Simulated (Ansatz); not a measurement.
# A hypothetical structure for CaNbCdF, part 2 of 2

Starting from a made-up structure for CaNbCdF, the aim is the relaxed cell, its shortest contacts and, where a second run follows, its electronic structure.

Ansatz 0.2.0; DFT, r2SCAN, plane-wave PAW, files of the set soft_1, scalar-relativistic, no spin, cell and ions relaxed at zero pressure; PAW set soft_1 (the session's first sound run).

So far: The structure; Relaxing cell and atoms. The relaxed cell has a = 3.683, c = 12.727 Å (conventional setting).

**3. Bands of the relaxed cell**

A second self-consistent run takes a narrower smearing and the mesh shown in its input; the bands follow along the standard path of the relaxed lattice.

This step: DFT, r2SCAN, plane-wave PAW, files of the set soft_1, scalar-relativistic, no spin, bands and density of states at the relaxed cell; PAW set soft_1 (Ansatz 0.2.0).

Contents of input.yaml:

```yaml
crystal:
  lattice:
    - [3.6830815722, 0.0, 0.0]
    - [0.0, 3.6830815722, 0.0]
    - [0.0, 0.0, 12.7265830986]
  atoms:
    - { symbol: Cd, position: [0.0, 0.0, 0.0] }
    - { symbol: Cd, position: [0.5, 0.5, 0.0] }
    - { symbol: Nb, position: [0.0, 0.5, 0.1883419416] }
    - { symbol: Nb, position: [0.5, 0.0, 0.8116580584] }
    - { symbol: Ca, position: [0.0, 0.5, 0.6080084437] }
    - { symbol: Ca, position: [0.5, 0.0, 0.3919915563] }
    - { symbol: F, position: [0.0, 0.0, 0.5] }
    - { symbol: F, position: [0.5, 0.5, 0.5] }
kpoints:
  mp_grid: { grid: [8, 8, 4] }
  band_path:
    path:
      - [[0.0, 0.0, 0.0], [0.0, 0.5, 0.0], [0.5, 0.5, 0.0], [0.0, 0.0, 0.0], [0.0, 0.0, 0.5], [0.0, 0.5, 0.5], [0.5, 0.5, 0.5], [0.0, 0.0, 0.5]]
      - [[0.0, 0.5, 0.0], [0.0, 0.5, 0.5]]
      - [[0.5, 0.5, 0.0], [0.5, 0.5, 0.5]]
    npoints: 8
scf:
  occupations: { method: fermi_dirac, width: 0.03 }
  n_extra_bands: 12
hamiltonian:
  xc: r2scan
  pseudopotentials: { kind: paw, azcp: { folder: soft_1 } }
output:
  forces: true
  stress: true
  write_bands: true
  dos: { projected: true }
  write_density: true
  write_potential: true
  elf: true
  volumetric_format: npy
```

The run is started by

```bash
$ ansatz run input.yaml --threads 4 --pin off --max-ram 10240MiB --backend cpu --events-out ev --progress --plain --runs-dir out
```

Numbers of over 12 decimals in the logs are rounded to 6 here.

Log:

```text
[...]
Crystal: 8 atoms, lattice volume = 172.637 Å³
Basis set: ecut = 500 eV, 4375 PW (Γ), exchange–correlation on 108×108×384 points (64 copies of the dense FFT grid, shifted against one another)
Bands: 62, of which v1, the nominal top of the filled ones, is band 50 counted from 1 (49 counted from 0)
Symmetry: 16 space group operations
[...]
k-points: 45 of 256
[...]
SCF iter   1: F=—  HF=-30951.347586 eV  |F-HF|=—  |Δ(HF+E_count)|=         —  Δρ=3.57e-1  dr2=4.65e2  dr2_τ=6.53e0  ethr=3.10e-3  ⟨swp⟩=9.0  Hψ=11955  notcnv=0  defer=5
[...]
SCF iter  14: F=-30926.787120 eV  HF=-30926.787120 eV  |F-HF|=1.31e-8  |Δ(HF+E_count)|=   2.18e-7  Δρ=5.91e-6  dr2=7.74e-8  dr2_τ=6.07e-9  ethr=1.00e-10  ⟨swp⟩=14.7  Hψ=20664  notcnv=0
SCF 1 converged in 14 iterations: F = -30926.787120 eV  dr2 = 7.74e-8
[...]
NSCF: frozen V_eff on 75 k-points
SCF converged after 14 iterations
Free energy (F): -30926.787120 eV
[...]
Internal energy: -30926.755137 eV  (E = F + TS)
E sigma→0 (E₀):  -30926.771129 eV
Entropy (-TS):   -0.031982 eV (-3.998 meV/atom)
Fermi energy:    10.242530 eV
[...]
--- Forces (eV/Å), atoms counted from 1 ---
  atom   1  Cd     0.00000000     0.00000000     0.00000000
  atom   2  Cd     0.00000000     0.00000000    -0.00000000
  atom   3  Nb     0.00000000     0.00000000     0.02236003
  atom   4  Nb     0.00000000     0.00000000    -0.02236003
  atom   5  Ca     0.00000000     0.00000000     0.02340115
  atom   6  Ca     0.00000000     0.00000000    -0.02340115
  atom   7  F      0.00000000     0.00000000     0.00000000
  atom   8  F      0.00000000     0.00000000    -0.00000000
  max |Σ_I F_I| component: 1.73e-17 eV/Å
--- Stress (GPa, compression-positive) ---
       -0.085876       0.000000       0.000000
        0.000000      -0.085876       0.000000
        0.000000       0.000000       0.149216
  P = ⅓ Tr σ = -0.0075 GPa (-0.075 kbar)
--- Band table (eV; the first three rows and the last of 45) ---
  k-point 0: bands = [... 46 lower, 9.2631, 9.4774, 9.7804, 9.9308, 10.5657, 10.5657, 11.3688, 11.3688, ... 8 higher]
  k-point 1: bands = [... 46 lower, 9.2691, 9.3500, 9.7952, 9.9325, 10.5663, 10.5663, 11.3678, 11.3678, ... 8 higher]
  k-point 2: bands = [... 46 lower, 9.2160, 9.2748, 9.8034, 9.9341, 10.5669, 10.5669, 11.3667, 11.3667, ... 8 higher]
  k-point 44: bands = [... 46 lower, 9.4278, 9.4278, 9.6703, 9.6703, 10.8902, 10.8902, 11.1265, 11.1265, ... 8 higher]
```

It took 28 s on 4 threads of Arm Neoverse V2, shared host; peak memory 1.3 GiB.

This step gave:

| Quantity | Value |
| --- | --- |
| free energy | -30926.7871 eV |
| energy at zero smearing | -30926.7711 eV |
| smearing term TS | 0.03198 eV |
| Fermi energy | 10.24 eV |
| pressure | -0.007512 GPa |

bands.tsv at the labelled points (eV, zero at the Fermi level; the bands that come nearest the Fermi level along the path):

```tsv
point	band 47	band 48	band 49	band 50	band 51	band 52	band 53	band 54
Γ	-0.98	-0.77	-0.46	-0.31	0.32	0.32	1.13	1.13
X	-0.63	-0.63	0.00	0.00	0.65	0.65	0.94	0.94
M	-0.81	-0.81	-0.58	-0.58	0.64	0.64	0.89	0.89
Γ	-0.98	-0.77	-0.46	-0.31	0.32	0.32	1.13	1.13
Z	-1.03	-0.97	-0.44	-0.31	0.32	0.32	1.12	1.12
R	-0.64	-0.64	-0.03	-0.03	0.69	0.69	0.93	0.93
A	-0.81	-0.81	-0.57	-0.57	0.65	0.65	0.88	0.88
Z	-1.03	-0.97	-0.44	-0.31	0.32	0.32	1.12	1.12
X	-0.63	-0.63	0.00	0.00	0.65	0.65	0.94	0.94
R	-0.64	-0.64	-0.03	-0.03	0.69	0.69	0.93	0.93
M	-0.81	-0.81	-0.58	-0.58	0.64	0.64	0.89	0.89
A	-0.81	-0.81	-0.57	-0.57	0.65	0.65	0.88	0.88
```

States per cell as run, both spins, in windows of 1 eV, from dos.tsv (zero at the Fermi level):

```csv
from,to,total
-8,-7,7.82
-7,-6,3.84
-6,-5,1.03
-5,-4,0.54
-4,-3,1.26
-3,-2,1.12
-2,-1,3.47
-1,0,8.01
0,1,7.05
1,2,4.93
2,3,2.16
3,4,5.76
```

A further 72.9 states lie below the table's range.

ELF in the ac plane at fractional y = 0.000, with atoms of Cd and Nb and Ca and F within 0.2 Å of it. It is the smooth field of the valence electrons, not physical close to the nuclei.

Values, 24 rows by 14 columns, each cell a mean:
```
0.71 0.58 0.39 0.27 0.21 0.24 0.28 0.29 0.27 0.23 0.22 0.30 0.43 0.62
0.29 0.28 0.26 0.25 0.28 0.30 0.31 0.31 0.30 0.30 0.27 0.25 0.26 0.28
0.36 0.36 0.33 0.26 0.24 0.31 0.42 0.45 0.39 0.29 0.24 0.29 0.34 0.36
0.49 0.41 0.28 0.32 0.54 0.70 0.66 0.60 0.69 0.68 0.49 0.27 0.31 0.44
0.49 0.39 0.28 0.44 0.70 0.74 0.43 0.25 0.54 0.77 0.66 0.35 0.29 0.42
0.55 0.45 0.29 0.25 0.41 0.61 0.70 0.71 0.69 0.56 0.36 0.24 0.33 0.49
0.66 0.60 0.47 0.32 0.25 0.27 0.34 0.36 0.32 0.26 0.26 0.36 0.51 0.62
0.56 0.56 0.54 0.51 0.48 0.46 0.45 0.45 0.45 0.46 0.48 0.52 0.55 0.56
0.14 0.15 0.19 0.26 0.33 0.42 0.47 0.48 0.46 0.40 0.32 0.23 0.18 0.15
0.21 0.18 0.12 0.07 0.05 0.06 0.10 0.11 0.09 0.06 0.05 0.08 0.14 0.19
0.73 0.71 0.61 0.38 0.15 0.04 0.02 0.01 0.02 0.05 0.20 0.47 0.64 0.72
0.59 0.72 0.79 0.65 0.31 0.05 0.02 0.01 0.02 0.09 0.39 0.73 0.79 0.69
0.71 0.77 0.75 0.43 0.13 0.18 0.35 0.41 0.31 0.14 0.16 0.56 0.77 0.76
0.58 0.49 0.26 0.14 0.46 0.76 0.83 0.84 0.83 0.71 0.36 0.12 0.32 0.52
0.09 0.05 0.04 0.35 0.76 0.85 0.81 0.77 0.83 0.85 0.71 0.19 0.04 0.06
0.28 0.18 0.07 0.16 0.47 0.72 0.81 0.82 0.80 0.68 0.40 0.09 0.09 0.21
0.64 0.56 0.38 0.17 0.10 0.14 0.22 0.24 0.20 0.12 0.11 0.22 0.43 0.59
0.63 0.62 0.59 0.51 0.41 0.32 0.27 0.25 0.28 0.34 0.43 0.54 0.60 0.63
0.53 0.52 0.50 0.48 0.47 0.48 0.49 0.50 0.49 0.48 0.47 0.49 0.51 0.52
0.49 0.47 0.43 0.36 0.31 0.29 0.30 0.31 0.30 0.30 0.32 0.38 0.44 0.48
0.48 0.46 0.41 0.32 0.23 0.17 0.14 0.13 0.14 0.18 0.25 0.35 0.43 0.47
0.28 0.27 0.27 0.26 0.23 0.17 0.12 0.11 0.14 0.19 0.24 0.27 0.27 0.27
0.39 0.35 0.29 0.23 0.20 0.18 0.15 0.14 0.16 0.19 0.20 0.25 0.30 0.36
0.87 0.73 0.46 0.30 0.21 0.19 0.19 0.19 0.19 0.19 0.23 0.34 0.52 0.78
```
Columns run along a (3.7 Å), rows up along c (12.7 Å). Atoms in or near the plane, at fractional coordinates: Cd at (0.00, 0.00), Nb at (0.50, 0.81), Ca at (0.50, 0.39), F at (0.00, 0.50).

Electrostatic potential energy in the ac plane at fractional y = 0.000, with atoms of Cd and Nb and Ca and F within 0.2 Å of it. With pseudopotentials it is smooth inside the atoms' cores, unlike the true potential.

Ten even steps from '0' (-51 eV) to '9' (15 eV), each cell a mean:
```
44568999998654
67789999999877
99998766778999
99975200136899
99874000014799
99986422247899
99999888889999
99999999999999
99999999999999
99999999999999
77999999999987
23599999999852
34798877788864
89986421257898
99875100026899
99987532357899
99999888889999
99999999999999
99999999999999
99999999999999
99999999999999
88999999999998
56689999998765
34568999997544
```
Columns run along a (3.7 Å; values clipped at the 3rd and 97th percentile), rows up along c (12.7 Å). Atoms in or near the plane, at fractional coordinates: Cd at (0.00, 0.00), Nb at (0.50, 0.81), Ca at (0.50, 0.39), F at (0.00, 0.50).

Valence density in the ac plane at fractional y = 0.000, with atoms of Cd and Nb and Ca and F within 0.2 Å of it. It is the smooth field of the valence electrons, not physical close to the nuclei.

Ten steps, logarithmic in the rise over the least value, from '0' (0 e/Å³) to '9' (21 e/Å³), each cell a mean:
```
98632111112478
44311111111234
11111233321111
01124566653111
01125666664210
00113456542110
00001122211000
00000000000000
00000000000000
00000000000000
44210000000134
87521000001367
76421122211357
22113566542112
00024677753100
00012455542000
00000111110000
00000000000000
00000000000000
00000000000000
10000000000000
11100000000111
66421000001346
99742100012589
```
Columns run along a (3.7 Å), rows up along c (12.7 Å). Atoms in or near the plane, at fractional coordinates: Cd at (0.00, 0.00), Nb at (0.50, 0.81), Ca at (0.50, 0.39), F at (0.00, 0.50).

**4. What came out**

| Item | Value |
| --- | --- |
| space group, relaxed | P4/nmm |
| conventional cell | a = 3.683, b = 3.683, c = 12.727 Å; α = 90.0°, β = 90.0°, γ = 90.0° |
| volume per atom | 21.58 Å³ (guess 19.69) |

**Reading.** CaNbCdF relaxes to P4/nmm with a = 3.683, b = 3.683 and c = 12.727 Å. The guessed volume was 9 % too small. The space group P4/nmm was held in the relaxation, so the end point is a stationary structure within it and may be a saddle against distortions or other arrangements. Bands cross the Fermi level, so it is a metal or semimetal at this level. Semilocal functionals can close a small real gap, so this isn't settled for compounds with anions. On the 8×8×4 mesh with the narrower smearing (relaxed on 6×6×3) the largest force component is 0.023 eV/Å and the largest stress component is 0.149 GPa, against the relaxation's thresholds of 0.015 eV/Å and 0.05 GPa. The cutoff wasn't tested. A vector of the cell changed its length by 44 %, so the starting arrangement is largely lost and the mesh was laid for another shape. No dispersion term is used, so weakly bound directions may come out too long. The runs have no spin, and magnetism wasn't tested. Nothing here tests whether the compound is stable against decomposition.

[Logs are printed without paths, hosts, clocks, repeated set-up lines and the standing remarks that a program may print on its own settings, such as how far it seeks lower states.]

[Hosts, paths, dates, database ids (printed as entryN), source tags and the programs' standing remarks are cut or masked in the printed files.]
